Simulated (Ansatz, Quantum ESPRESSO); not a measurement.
# 1T-SiO2, 1 layer in an electric field, part 2 of 6

Wanted: polarisability and gap of 1T-SiO2, 1 layer against a perpendicular field.

Quantum ESPRESSO 7.5; plane-wave DFT, PBEsol, GBRV ultrasoft pseudopotentials; geometry and cross-check by Ansatz 0.2.0 with PAW datasets.

So far: Set-up; Relaxation with Ansatz.

## 3. Self-consistent run: no field

The zero-field run is the reference. tefield and dipfield are on already, so that all runs share k-points and boundary.

Level of this step: plane-wave DFT, PBEsol, GBRV ultrasoft pseudopotentials (Quantum ESPRESSO 7.5).

f0.in reads:

```
&control
  prefix = 'f0'
  outdir = './out'
  pseudo_dir = './pseudo'
  calculation = 'scf'
  tprnfor = .true.
  tefield = .true.
  dipfield = .true.
/
&system
  ibrav = 0
  nat = 3
  ntyp = 2
  ecutwfc = 40
  ecutrho = 200
  occupations = 'smearing'
  smearing = 'fd'
  degauss = 0.004
  edir = 3
  emaxpos = 0.97
  eopreg = 0.04
  eamp = 0.0
/
&electrons
  conv_thr = 1e-09
  mixing_beta = 0.4
  electron_maxstep = 120
  mixing_mode = 'plain'
/
ATOMIC_SPECIES
  O   15.9990  o_pbesol_v1.2.uspp.F.UPF
  Si  28.0850  si_pbesol_v1.uspp.F.UPF
CELL_PARAMETERS angstrom
  2.69797419724083 0.00000000000000 -0.00000000000000
  -1.34898709862042 2.33651419356549 0.00000000000000
  -0.00000000000000 0.00000000000000 18.85903999990000
ATOMIC_POSITIONS crystal
  O   0.666666666667 0.333333333333 0.451438547694
  Si  0.000000000000 0.000000000000 0.500000008457
  O   0.333333333333 0.666666666667 0.548561443849
K_POINTS automatic
  12 12 1 0 0 0
```

Launch:

```sh
> OMP_NUM_THREADS=1 mpirun -n 2 pw.x -nk 2 -in f0.in > f0.out
```

The program printed:

```text
Program PWSCF v.7.5 starts
[citation notice left out]

     Parallel version (MPI & OpenMP), running on       2 processor cores
     Number of MPI processes:                 2
     Threads/MPI process:                     1

     MPI processes distributed on     1 nodes
[...]
Current dimensions of program PWSCF are:
     Max number of different atomic species (ntypx) = 10
     Max number of k-points (npk) =  40000
     Max angular momentum in pseudopotentials (lmaxx) =  4
     Presently no symmetry can be used with electric field

     K-points division:     npool     =       2
     Subspace diagonalization in iterative solution of the eigenvalue problem:
     a serial algorithm will be used

     G-vector sticks info
     --------------------
     sticks:   dense  smooth     PW     G-vecs:    dense   smooth      PW
     Sum         361     295    109                38441    27377    5833

     Using Slab Decomposition

     bravais-lattice index     =            0
     lattice parameter (alat)  =       5.0984  a.u.
     unit-cell volume          =     802.2734 (a.u.)^3
     number of atoms/cell      =            3
     number of atomic types    =            2
     number of electrons       =        16.00
     number of Kohn-Sham states=           12
     kinetic-energy cutoff     =      40.0000  Ry
     charge density cutoff     =     200.0000  Ry
     scf convergence threshold =      1.0E-09
     mixing beta               =       0.4000
     number of iterations used =            8  plain     mixing
     Exchange-correlation= SLA  PW   PSX  PSC
                           (   1   4  10   8   0   0   0)

     celldm(1)=   5.098432  celldm(2)=   0.000000  celldm(3)=   0.000000
     celldm(4)=   0.000000  celldm(5)=   0.000000  celldm(6)=   0.000000

     crystal axes: (cart. coord. in units of alat)
               a(1) = (   1.000000   0.000000  -0.000000 )
               a(2) = (  -0.500000   0.866025   0.000000 )
               a(3) = (  -0.000000   0.000000   6.990074 )

     reciprocal axes: (cart. coord. in units 2 pi/alat)
               b(1) = (  1.000000  0.577350  0.000000 )
               b(2) = ( -0.000000  1.154701 -0.000000 )
               b(3) = (  0.000000  0.000000  0.143060 )

     PseudoPot. # 1 for O  read from file:
     ./pseudo/o_pbesol_v1.2.uspp.F.UPF
     Pseudo is Ultrasoft + core correction, Zval =  6.0
     Generated by new atomic code, or converted to UPF format
     Using radial grid of  737 points,  5 beta functions with:
                l(1) =   0
                l(2) =   0
                l(3) =   1
                l(4) =   1
                l(5) =   2
     Q(r) pseudized with  8 coefficients,  rinner =    0.900   0.900   0.900
                                                       0.900   0.900

     PseudoPot. # 2 for Si read from file:
     ./pseudo/si_pbesol_v1.uspp.F.UPF
     Pseudo is Ultrasoft + core correction, Zval =  4.0
     Generated by new atomic code, or converted to UPF format
     Using radial grid of  899 points,  6 beta functions with:
                l(1) =   0
                l(2) =   0
                l(3) =   1
                l(4) =   1
                l(5) =   2
                l(6) =   2
     Q(r) pseudized with  8 coefficients,  rinner =    0.900   0.900   0.900
                                                       0.900   0.900

     atomic species   valence    mass     pseudopotential
     O                 6.00    15.99900     O ( 1.00)
     Si                4.00    28.08500     Si( 1.00)

     No symmetry found

   Cartesian axes

     site n.     atom                  positions (alat units)
         1        O      tau(   1) = (   0.5000000   0.2886751   3.1555890  )
         2        Si     tau(   2) = (   0.0000000   0.0000000   3.4950372  )
         3        O      tau(   3) = (  -0.0000000   0.5773503   3.8344852  )

     number of k points=    74  Fermi-Dirac smearing, width (Ry)=  0.0040
                       cart. coord. in units 2pi/alat
        k(    1) = (   0.0000000   0.0000000   0.0000000), wk =   0.0138889
        k(    2) = (   0.0000000   0.0962250   0.0000000), wk =   0.0277778
        k(    3) = (   0.0000000   0.1924501   0.0000000), wk =   0.0277778
        k(    4) = (   0.0000000   0.2886751   0.0000000), wk =   0.0277778
        k(    5) = (   0.0000000   0.3849002   0.0000000), wk =   0.0277778
        k(    6) = (   0.0000000   0.4811252   0.0000000), wk =   0.0277778
        k(    7) = (   0.0000000  -0.5773503   0.0000000), wk =   0.0138889
        k(    8) = (   0.0833333   0.0481125   0.0000000), wk =   0.0277778
        k(    9) = (   0.0833333   0.1443376   0.0000000), wk =   0.0277778
        k(   10) = (   0.0833333   0.2405626   0.0000000), wk =   0.0277778
[...]
k(   74) = (  -0.5000000  -0.8660254   0.0000000), wk =   0.0138889

     Dense  grid:    38441 G-vectors     FFT dimensions: (  24,  24, 162)

     Smooth grid:    27377 G-vectors     FFT dimensions: (  24,  24, 144)

     Estimated max dynamical RAM per process >     107.92 MB

     Estimated total dynamical RAM >     206.46 MB

     Initial potential from superposition of free atoms

     starting charge      15.9993, renormalised to      16.0000

     negative rho (up, down):  4.013E-04 0.000E+00

     Adding external electric field

     Computed dipole along edir(3) :
        Dipole                0.0000 Ry au,          0.0000 Debye
        Dipole field          0.0000 Ry au,

        Potential amp.       -0.0000 Ry
        Total length         34.2129 bohr

     Starting wfcs are   12 randomized atomic wfcs

     total cpu time spent up to now is        1.2 secs

     per-process dynamical memory:    49.4 Mb

     Self-consistent Calculation

     iteration #  1     ecut=    40.00 Ry     beta= 0.40
     Davidson diagonalization with overlap
     ethr =  1.00E-02,  avg # of iterations =  5.5

     negative rho (up, down):  3.875E-04 0.000E+00

     Adding external electric field

     Computed dipole along edir(3) :
        Dipole                0.0001 Ry au,          0.0002 Debye
        Dipole field          0.0000 Ry au,

        Potential amp.       -0.0001 Ry
        Total length         34.2129 bohr

     total cpu time spent up to now is        4.1 secs

     total energy              =     -74.18784797 Ry
     estimated scf accuracy    <       0.51474271 Ry

     iteration #  2     ecut=    40.00 Ry     beta= 0.40
[...]
negative rho (up, down):  4.222E-04 0.000E+00

[...]
Dipole                0.0000 Ry au,          0.0000 Debye
[...]
total energy              =     -74.29927349 Ry
     estimated scf accuracy    <       0.01912965 Ry

     iteration #  3     ecut=    40.00 Ry     beta= 0.40
[...]
negative rho (up, down):  5.292E-04 0.000E+00

[...]
Dipole                0.0001 Ry au,          0.0002 Debye
[...]
total energy              =     -74.29960873 Ry
     estimated scf accuracy    <       0.00633536 Ry

     iteration #  4     ecut=    40.00 Ry     beta= 0.40
[...]
negative rho (up, down):  5.208E-04 0.000E+00

[...]
Dipole               -0.0001 Ry au,         -0.0003 Debye
[...]
total energy              =     -74.29997683 Ry
     estimated scf accuracy    <       0.00081583 Ry

     iteration #  5     ecut=    40.00 Ry     beta= 0.40
[...]
negative rho (up, down):  5.131E-04 0.000E+00

[...]
Dipole                0.0001 Ry au,          0.0003 Debye
[...]
total energy              =     -74.30022859 Ry
     estimated scf accuracy    <       0.00014793 Ry

     iteration #  6     ecut=    40.00 Ry     beta= 0.40
[...]
c_bands:  1 eigenvalues not converged
[...]
negative rho (up, down):  5.099E-04 0.000E+00

[...]
Dipole               -0.0001 Ry au,         -0.0004 Debye
[...]
total energy              =     -74.30026276 Ry
     estimated scf accuracy    <       0.00000090 Ry

     iteration #  7     ecut=    40.00 Ry     beta= 0.40
[...]
negative rho (up, down):  5.084E-04 0.000E+00

[...]
Dipole                0.0000 Ry au,          0.0000 Debye
[...]
total energy              =     -74.30026434 Ry
     estimated scf accuracy    <       0.00000432 Ry

     iteration #  8     ecut=    40.00 Ry     beta= 0.40
[...]
negative rho (up, down):  5.082E-04 0.000E+00

[...]
Dipole                0.0000 Ry au,          0.0000 Debye
[...]
total energy              =     -74.30026446 Ry
     estimated scf accuracy    <       0.00000052 Ry

     iteration #  9     ecut=    40.00 Ry     beta= 0.40
[...]
negative rho (up, down):  5.085E-04 0.000E+00

[...]
Dipole               -0.0000 Ry au,         -0.0000 Debye
[...]
total energy              =     -74.30026462 Ry
     estimated scf accuracy    <       0.00000003 Ry

     iteration # 10     ecut=    40.00 Ry     beta= 0.40
[...]
negative rho (up, down):  5.087E-04 0.000E+00

[...]
Dipole               -0.0000 Ry au,         -0.0000 Debye
[...]
total energy              =     -74.30026463 Ry
     estimated scf accuracy    <          2.7E-09 Ry

     iteration # 11     ecut=    40.00 Ry     beta= 0.40
[...]
negative rho (up, down):  5.091E-04 0.000E+00

[...]
Dipole                0.0000 Ry au,          0.0000 Debye
[...]
End of self-consistent calculation

          k = 0.0000 0.0000 0.0000 (  3407 PWs)   bands (ev):

   -26.4096 -22.6136  -9.9624  -7.4182  -7.4182  -6.3444  -6.3444  -6.0553
     1.1303   2.8471   3.0396   3.2298

          k = 0.0000 0.0962 0.0000 (  3399 PWs)   bands (ev):

   -26.2881 -22.5641  -9.9131  -8.1194  -7.6001  -6.7336  -6.3253  -5.7927
     1.5647   3.1362   3.2316   3.4868

          k = 0.0000 0.1925 0.0000 (  3397 PWs)   bands (ev):

   -25.9329 -22.4349  -9.8993  -9.4280  -8.0106  -7.5500  -6.3470  -5.5475
     2.5066   3.6873   3.7913   4.2071

          k = 0.0000 0.2887 0.0000 (  3427 PWs)   bands (ev):

   -25.3741 -22.2860 -11.0440 -10.0034  -8.4656  -8.0436  -6.4537  -5.5274
     3.2430   4.0905   4.6630   4.9623

          k = 0.0000 0.3849 0.0000 (  3447 PWs)   bands (ev):

   -24.6743 -22.2198 -12.3231 -10.7012  -8.8527  -7.8585  -6.5981  -5.7111
     3.0317   4.5178   5.9044   6.1619

          k = 0.0000 0.4811 0.0000 (  3447 PWs)   bands (ev):

   -23.9617 -22.3335 -13.1787 -11.3409  -9.1072  -7.4005  -6.7153  -6.0406
     2.6433   4.7902   7.1626   7.5128

[...]
the Fermi energy is    -4.0255 ev

!    total energy              =     -74.30026464 Ry
     estimated scf accuracy    <          5.7E-10 Ry
     smearing contrib. (-TS)   =      -0.00000000 Ry
     internal energy E=F+TS    =     -74.30026464 Ry

     The total energy is F=E-TS. E is the sum of the following terms:
     one-electron contribution =    -598.68447527 Ry
     hartree contribution      =     303.13961862 Ry
     xc contribution           =     -19.07621227 Ry
     ewald contribution        =     240.32080428 Ry
     electric field correction =       0.00000000 Ry

     convergence has been achieved in  11 iterations

     negative rho (up, down):  5.091E-04 0.000E+00

     Forces acting on atoms (cartesian axes, Ry/au):

     atom    1 type  1   force =     0.00000001   -0.00000004    0.00853329
     atom    2 type  2   force =     0.00000000    0.00000000    0.00000056
     atom    3 type  1   force =    -0.00000001    0.00000004   -0.00853384

     Total force =     0.012068     Total SCF correction =     0.000105

[...]
=------------------------------------------------------------------------------=
   JOB DONE.
=------------------------------------------------------------------------------=
```

Run time: 30 s. Hardware: 2 MPI ranks of Arm Neoverse V2, shared host; peak memory 0.23 GiB.

Numbers from this step:

| Property | Result |
| --- | --- |
| free energy | -1010.9066 eV |
| Fermi energy | -4.026 eV |
| dipole along the normal | 0 e·Å |
| valence top, on the run's zero | -5.470 eV |
| conduction bottom, on the run's zero | 1.130 eV |
| gap by band count | 6.601 eV |

The run needed 11 iterations to bring the estimated error under 1e-09 Ry; the largest force on any atom, held or free, is 0.22 eV/Å.

## 4. Potential by pp.x

The vacuum level is read from the electrostatic potential (plot_num = 11), averaged over planes.

f0.pot.in reads:

```
&inputpp
  prefix = 'f0'
  outdir = './out'
  filplot = 'f0.pot.dat'
  plot_num = 11
/
```

Launch:

```sh
> OMP_NUM_THREADS=1 mpirun -n 2 pp.x -in f0.pot.in > f0.pot.out
```

Run time: 0.88 s. Hardware: 2 MPI ranks; peak memory 0.09 GiB.

Numbers from this step:

```
slope of the potential above                                          : -9.42e-7 eV/Å
upper vacuum line continued to the top atoms, over the valence top    : 9.010 eV
slope of the potential below                                          : -1.61e-5 eV/Å
lower vacuum line continued to the bottom atoms, over the valence top : 9.010 eV
vacuum level at the upper face over the valence top of the mesh       : 9.010 eV
vacuum level at the lower face over the valence top of the mesh       : 9.010 eV
```

The vacuum is flat to 0.1 meV/Å, so its level is well defined. Inside the slab the curve depends on the local part of the pseudopotentials; only the vacuum level has a meaning of its own.

(Continued in part 3 of 6.)

[Logs are printed without paths, hosts, clocks, repeated set-up lines and the standing remarks that a program may print on its own settings, such as how far it seeks lower states.]

[Hosts, paths, dates, database ids (printed as entryN), source tags and the programs' standing remarks are cut or masked in the printed files.]

[Maps of the electrostatic potential energy from Ansatz leave out the sawtooth potential of an applied field or a dipole correction, so their vacuum need not be flat; planar profiles and work functions include it.]
